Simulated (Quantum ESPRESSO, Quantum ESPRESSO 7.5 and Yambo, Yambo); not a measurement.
**SiO2 (Quartz): G0W0 with Yambo, start to end**

Aim: the G0W0 gap of SiO2 (Quartz) on LDA, step by step.

Main program and level: Quantum ESPRESSO 7.5 and Yambo 5.3.0; LDA and many-body steps on it, plane waves.

This is a report of a sequence of runs, with most program output left out.

## (1) Starting point

It takes space group P3_121 (No. 152, trigonal). Conventional cell: a = 4.916 Å, b = 4.916 Å, c = 5.409 Å, α = 90.00°, β = 90.00°, γ = 120.00°. Si has 4 O at 1.61 Å nearest. O has 2 Si at 1.61 Å nearest. Farther neighbours and most contacts between anions are not listed.

The cell and positions come from the Crystallography Open Database and are kept as given unless a step says otherwise.

## (2) Ground state

This step: Quantum ESPRESSO 7.5; DFT, LDA, plane waves, norm-conserving pseudopotentials.

The ground-state density comes first.

Contents of pw.in:

```
&control
  calculation = 'scf'
  prefix = 'x'
  outdir = 'o'
  pseudo_dir = 'pseudo'
/
&system
  ibrav = 0
  nat = 9
  ntyp = 2
  ecutwfc = 72.0
  nbnd = 32
  force_symmorphic = .true.
/
&electrons
  conv_thr = 1e-10
  electron_maxstep = 80
  mixing_beta = 0.5
/
ATOMIC_SPECIES
  Si 28.085 Si.upf
  O 15.999 O.upf
CELL_PARAMETERS angstrom
  4.9158000000 0.0000000000 0.0000000000
  -2.4579000000 4.2572076799 0.0000000000
  0.0000000000 0.0000000000 5.4091000000
ATOMIC_POSITIONS crystal
  Si 0.5303000000 0.0000000000 0.3333333333
  Si 0.0000000000 0.5303000000 0.6666666667
  Si 0.4697000000 0.4697000000 0.0000000000
  O 0.1462000000 0.4142000000 0.8810000000
  O 0.5858000000 0.7320000000 0.2143333333
  O 0.2680000000 0.8538000000 0.5476666667
  O 0.4142000000 0.1462000000 0.1190000000
  O 0.7320000000 0.5858000000 0.7856666667
  O 0.8538000000 0.2680000000 0.4523333333
K_POINTS automatic
  6 6 4 0 0 0
```

The run is started by

```console
OMP_NUM_THREADS=1 mpirun -n 4 pw.x -nk 4 -in pw.in > pw.out
```

The job ended after 95 s (4 MPI ranks of Arm Neoverse V1, shared host; peak memory 0.59 GiB).

This step gave:

* total energy: -3056.1210 eV
* gap: 5.801 eV
* k of the valence top: 0.3333, 0.3333, 0
* k of the conduction bottom: 0, 0, 0
* least direct gap: 6.125 eV

The gap is indirect, with the least direct gap 0.32 eV higher.

## (3) Bands along the symmetry lines

The cheap functional maps the bands first; the places of the edges decide which points the dearer methods must see.

Contents of pw.in:

```
&control
  calculation = 'bands'
  prefix = 'x'
  outdir = 'o'
  pseudo_dir = 'pseudo'
/
&system
  ibrav = 0
  nat = 9
  ntyp = 2
  ecutwfc = 72.0
  nbnd = 30
  force_symmorphic = .true.
/
&electrons
  conv_thr = 1e-9
  electron_maxstep = 80
  diago_full_acc = .true.
  diago_thr_init = 5e-6
/
ATOMIC_SPECIES
  Si 28.085 Si.upf
  O 15.999 O.upf
CELL_PARAMETERS angstrom
  4.9158000000 0.0000000000 0.0000000000
  -2.4579000000 4.2572076799 0.0000000000
  0.0000000000 0.0000000000 5.4091000000
ATOMIC_POSITIONS crystal
  Si 0.5303000000 0.0000000000 0.3333333333
  Si 0.0000000000 0.5303000000 0.6666666667
  Si 0.4697000000 0.4697000000 0.0000000000
  O 0.1462000000 0.4142000000 0.8810000000
  O 0.5858000000 0.7320000000 0.2143333333
  O 0.2680000000 0.8538000000 0.5476666667
  O 0.4142000000 0.1462000000 0.1190000000
  O 0.7320000000 0.5858000000 0.7856666667
  O 0.8538000000 0.2680000000 0.4523333333
K_POINTS crystal
  75
  0.00000000 0.00000000 0.00000000 1
  0.06250000 0.00000000 0.00000000 1
  0.12500000 0.00000000 0.00000000 1
  0.18750000 0.00000000 0.00000000 1
  0.25000000 0.00000000 0.00000000 1
  0.31250000 0.00000000 0.00000000 1
  0.37500000 0.00000000 0.00000000 1
  0.43750000 0.00000000 0.00000000 1
  0.50000000 0.00000000 0.00000000 1
  0.47916667 0.04166667 0.00000000 1
  0.45833333 0.08333333 0.00000000 1
  0.43750000 0.12500000 0.00000000 1
  0.41666666 0.16666666 0.00000000 1
  0.39583333 0.20833333 0.00000000 1
  0.37500000 0.25000000 0.00000000 1
  0.35416666 0.29166666 0.00000000 1
  0.33333333 0.33333333 0.00000000 1
  0.29166666 0.29166666 0.00000000 1
  0.25000000 0.25000000 0.00000000 1
  0.20833333 0.20833333 0.00000000 1
  0.16666666 0.16666666 0.00000000 1
  0.12500000 0.12500000 0.00000000 1
  0.08333333 0.08333333 0.00000000 1
  0.04166667 0.04166667 0.00000000 1
  0.00000000 0.00000000 0.00000000 1
  0.00000000 0.00000000 0.06250000 1
  0.00000000 0.00000000 0.12500000 1
  0.00000000 0.00000000 0.18750000 1
  0.00000000 0.00000000 0.25000000 1
  0.00000000 0.00000000 0.31250000 1
  0.00000000 0.00000000 0.37500000 1
  0.00000000 0.00000000 0.43750000 1
  0.00000000 0.00000000 0.50000000 1
  0.06250000 0.00000000 0.50000000 1
  0.12500000 0.00000000 0.50000000 1
  0.18750000 0.00000000 0.50000000 1
  0.25000000 0.00000000 0.50000000 1
  0.31250000 0.00000000 0.50000000 1
  0.37500000 0.00000000 0.50000000 1
  0.43750000 0.00000000 0.50000000 1
  0.50000000 0.00000000 0.50000000 1
  0.47916667 0.04166667 0.50000000 1
  0.45833333 0.08333333 0.50000000 1
  0.43750000 0.12500000 0.50000000 1
  0.41666666 0.16666666 0.50000000 1
  0.39583333 0.20833333 0.50000000 1
  0.37500000 0.25000000 0.50000000 1
  0.35416666 0.29166666 0.50000000 1
  0.33333333 0.33333333 0.50000000 1
  0.29166666 0.29166666 0.50000000 1
  0.25000000 0.25000000 0.50000000 1
  0.20833333 0.20833333 0.50000000 1
  0.16666666 0.16666666 0.50000000 1
  0.12500000 0.12500000 0.50000000 1
  0.08333333 0.08333333 0.50000000 1
  0.04166667 0.04166667 0.50000000 1
  0.00000000 0.00000000 0.50000000 1
  0.50000000 0.00000000 0.50000000 1
  0.50000000 0.00000000 0.43750000 1
  0.50000000 0.00000000 0.37500000 1
  0.50000000 0.00000000 0.31250000 1
  0.50000000 0.00000000 0.25000000 1
  0.50000000 0.00000000 0.18750000 1
  0.50000000 0.00000000 0.12500000 1
  0.50000000 0.00000000 0.06250000 1
  0.50000000 -0.00000000 0.00000000 1
  0.33333333 0.33333333 0.50000000 1
  0.33333333 0.33333333 0.43750000 1
  0.33333333 0.33333333 0.37500000 1
  0.33333333 0.33333333 0.31250000 1
  0.33333333 0.33333333 0.25000000 1
  0.33333333 0.33333333 0.18750000 1
  0.33333333 0.33333333 0.12500000 1
  0.33333333 0.33333333 0.06250000 1
  0.33333333 0.33333333 0.00000000 1
```

Run time: 47 s. Hardware: 4 MPI ranks; peak memory 0.38 GiB; 3.1 min of CPU time.

Numbers from this step:

* gap: 5.801 eV
* k of the valence top: 0.3333, 0.3333, 0
* k of the conduction bottom: 0, 0, 0
* least direct gap: 6.103 eV

The gap is 5.801 eV, as in the run before at this level.

Electronic bands along the path, in eV, zero at the top of the highest filled band:

```tsv
point	band 21	band 22	band 23	band 24	band 25	band 26	band 27	band 28
Γ	-1.01	-0.69	-0.32	-0.32	5.80	9.04	9.04	9.51
halfway	-1.02	-0.85	-0.24	-0.16	6.68	9.06	9.14	9.62
M	-1.06	-0.79	-0.27	-0.03	8.05	8.76	9.45	9.49
halfway	-1.12	-0.63	-0.32	-0.02	8.24	8.82	9.37	9.67
K	-1.25	-0.44	-0.44	0.00	8.70	8.70	9.18	10.13
halfway	-0.93	-0.88	-0.25	-0.11	6.92	9.07	9.23	9.66
Γ	-1.01	-0.69	-0.32	-0.32	5.80	9.04	9.04	9.51
halfway	-1.09	-0.54	-0.23	-0.10	6.39	8.90	8.95	9.00
A	-1.23	-0.21	-0.21	-0.09	7.73	7.73	8.73	9.50
halfway	-1.10	-0.45	-0.42	-0.15	8.14	8.25	9.08	9.46
L	-0.90	-0.84	-0.61	-0.19	8.79	9.21	9.37	9.50
halfway	-0.87	-0.85	-0.63	-0.33	8.82	9.36	9.46	9.57
H	-0.95	-0.78	-0.60	-0.60	8.90	9.51	9.51	9.86
halfway	-1.07	-0.54	-0.39	-0.23	8.27	8.39	9.15	9.64
A	-1.23	-0.21	-0.21	-0.09	7.73	7.73	8.73	9.50
jump to L	-0.90	-0.84	-0.61	-0.19	8.79	9.21	9.37	9.50
halfway	-0.98	-0.73	-0.45	-0.12	8.35	8.87	9.30	9.78
M	-1.06	-0.79	-0.27	-0.03	8.05	8.76	9.45	9.49
jump to H	-0.95	-0.78	-0.60	-0.60	8.90	9.51	9.51	9.86
halfway	-1.03	-0.56	-0.51	-0.20	8.77	8.96	9.36	9.97
K	-1.25	-0.44	-0.44	0.00	8.70	8.70	9.18	10.13
```

## (4) Empty states on the mesh, 3×3×2 mesh, 383 bands

The sums over transitions need many empty states on a uniform mesh; this step solves for them.

Contents of pw.in:

```
&control
  calculation = 'nscf'
  prefix = 'x'
  outdir = 'o'
  pseudo_dir = 'pseudo'
/
&system
  ibrav = 0
  nat = 9
  ntyp = 2
  ecutwfc = 72.0
  nbnd = 383
  force_symmorphic = .true.
/
&electrons
  conv_thr = 1e-9
  electron_maxstep = 80
  diago_full_acc = .true.
  diago_thr_init = 5e-6
/
ATOMIC_SPECIES
  Si 28.085 Si.upf
  O 15.999 O.upf
CELL_PARAMETERS angstrom
  4.9158000000 0.0000000000 0.0000000000
  -2.4579000000 4.2572076799 0.0000000000
  0.0000000000 0.0000000000 5.4091000000
ATOMIC_POSITIONS crystal
  Si 0.5303000000 0.0000000000 0.3333333333
  Si 0.0000000000 0.5303000000 0.6666666667
  Si 0.4697000000 0.4697000000 0.0000000000
  O 0.1462000000 0.4142000000 0.8810000000
  O 0.5858000000 0.7320000000 0.2143333333
  O 0.2680000000 0.8538000000 0.5476666667
  O 0.4142000000 0.1462000000 0.1190000000
  O 0.7320000000 0.5858000000 0.7856666667
  O 0.8538000000 0.2680000000 0.4523333333
K_POINTS automatic
  3 3 2 0 0 0
```

Elapsed: 2 min, on 4 MPI ranks; peak memory 1.3 GiB.

This step gave:

```yaml
gap: 5.801 eV
k_of_the_valence_top: 0.3333, 0.3333, 0
k_of_the_conduction_bottom: 0, 0, 0
least_direct_gap: 6.125 eV
k_points_computed: 8
lowest_point_of_the_top_converged_band_above_the_valence_top: 118.2973 eV
```

On this mesh the gap is 5.801 eV.

## (5) Conversion and set-up

This step: Yambo 5.3.0; conversion and set-up on LDA, plane waves, norm-conserving pseudopotentials.

The states are converted to the many-body program's format and the q mesh is built.

The run is started by

```console
(cd o/x.save; p2y > p2y.log; mv SAVE ../..); yambo > setup.log
```

The job ended after 2.7 s (1 MPI rank; peak memory 0.24 GiB).

## (6) Screening and self-energy, 3×3×2 mesh, 383 bands, screening to 204.1 eV

Now the one-shot GW correction: screening in the RPA, then the self-energy of the levels asked for.

This step: G0W0 on LDA, plane waves, norm-conserving pseudopotentials.

Contents of gw1.in:

```
HF_and_locXC
gw0
dyson
ppa
em1d
rim_cut
RandQpts= 1000000
RandGvec= 1 RL
EXXRLvcs= 72 Ry
VXCRLvcs= 288 Ry
Chimod= "HARTREE"
% BndsRnXp
 1 | 383 |
%
NGsBlkXp= 15 Ry
% LongDrXp
 1 | 1 | 1 |
%
% GbndRnge
 1 | 383 |
%
DysSolver= "n"
ExtendOut
PPAPntXp= 27.21138 eV
% QPkrange
 5 | 5 | 23 | 26 |
 1 | 1 | 23 | 26 |
%
```

The run is started by

```console
OMP_NUM_THREADS=2 mpirun -n 2 yambo -F gw1.in -J gw1 -C gw1 > gw1.log
```

Run time: 25 min. Hardware: 2 MPI ranks; peak memory 1.7 GiB; 1.6 h of CPU time.

Numbers from this step:

```yaml
g0w0_gap_on_the_points_computed: 8.910 eV
starting_gap_on_the_mesh: 5.801 eV
k_of_the_valence_top: 0.3333, 0.3333, 0
k_of_the_conduction_bottom: 0, 0, 0
least_direct_g0w0_gap_on_the_computed_points: 9.277 eV
z_at_the_valence_top: 0.8146
z_at_the_conduction_bottom: 0.8682
```

The gap on the mesh goes from 5.80 eV to 8.91 eV, a correction of +3.11 eV.

Limits: finite bands, cutoff and mesh; coarse k mesh. v1 is the top filled band, c1 the lowest empty one. Levels before and after the correction, in eV, zero at the valence-band top of each column:

```tsv
	conduction bottom	valence top
Kohn-Sham	5.80	0.00
G0W0	8.91	0.00
```

```tsv
	level	energy (eV)
Kohn-Sham	Γ v2-v1	-0.324
Kohn-Sham	Γ c1	5.801
Kohn-Sham	Γ c2	9.038
Kohn-Sham	(0.333 0.333 0) v2	-0.439
Kohn-Sham	(0.333 0.333 0) v1	0.000
Kohn-Sham	(0.333 0.333 0) c1-c2	8.700
G0W0	Γ v2-v1	-0.368
G0W0	Γ c1	8.910
G0W0	Γ c2	12.380
G0W0	(0.333 0.333 0) v2	-0.495
G0W0	(0.333 0.333 0) v1	0.000
G0W0	(0.333 0.333 0) c1-c2	12.124
```

## (7) Where the time went

Times are wall times on the hardware named with each run, good to a factor of about two.

```tsv
step	time	share	memory (GiB)
ground state	95 s	5 %	0.59
bands along the symmetry lines	47 s	3 %	0.38
empty states on the mesh	2 min	7 %	1.3
conversion and set-up	2.7 s	0 %	0.24
screening and self-energy	25 min	85 %	1.7
```

## (8) Results

- LDA gap: 5.80 eV, indirect
- G0W0 gap on the mesh: 8.91 eV
- GW settings: 3×3×2 mesh, 383 bands, screening to 204.1 eV, Godby-Needs plasmon pole
- known limits: not at the basis limit; coarse k mesh

What this shows: G0W0 moves the gap on the mesh from 5.80 eV to 8.91 eV (+3.11 eV), with Z of 0.81 and 0.87 at the edges. Only 2 of the mesh's irreducible points were corrected, so a valley elsewhere could overtake. The dearest step here is «screening and self-energy». Bands and cutoff are finite, so the gap is not at the basis limit. The miss can reach some tenths of an eV and take either sign; the mesh is an error of its own. In the G0W0 run levels were corrected at 2 k points alone, so a gap called «on the mesh» is the least over those, and an edge elsewhere would be missed. The 3×3×2 mesh is coarse for this cell, which bears on the long-range parts of exchange and screening.

[Paths, hosts, dates, memory and timing lines, banners, echoed tables and standing remarks are left out of the program output.]

[Logs are printed without paths, hosts, clocks, repeated set-up lines and the standing remarks that a program may print on its own settings, such as how far it seeks lower states.]

[Runs of the session that timed out or met a known fault of the program may be left out.]

[Hosts, paths, dates, database ids (printed as entryN), source tags and the programs' standing remarks are cut or masked in the printed files.]
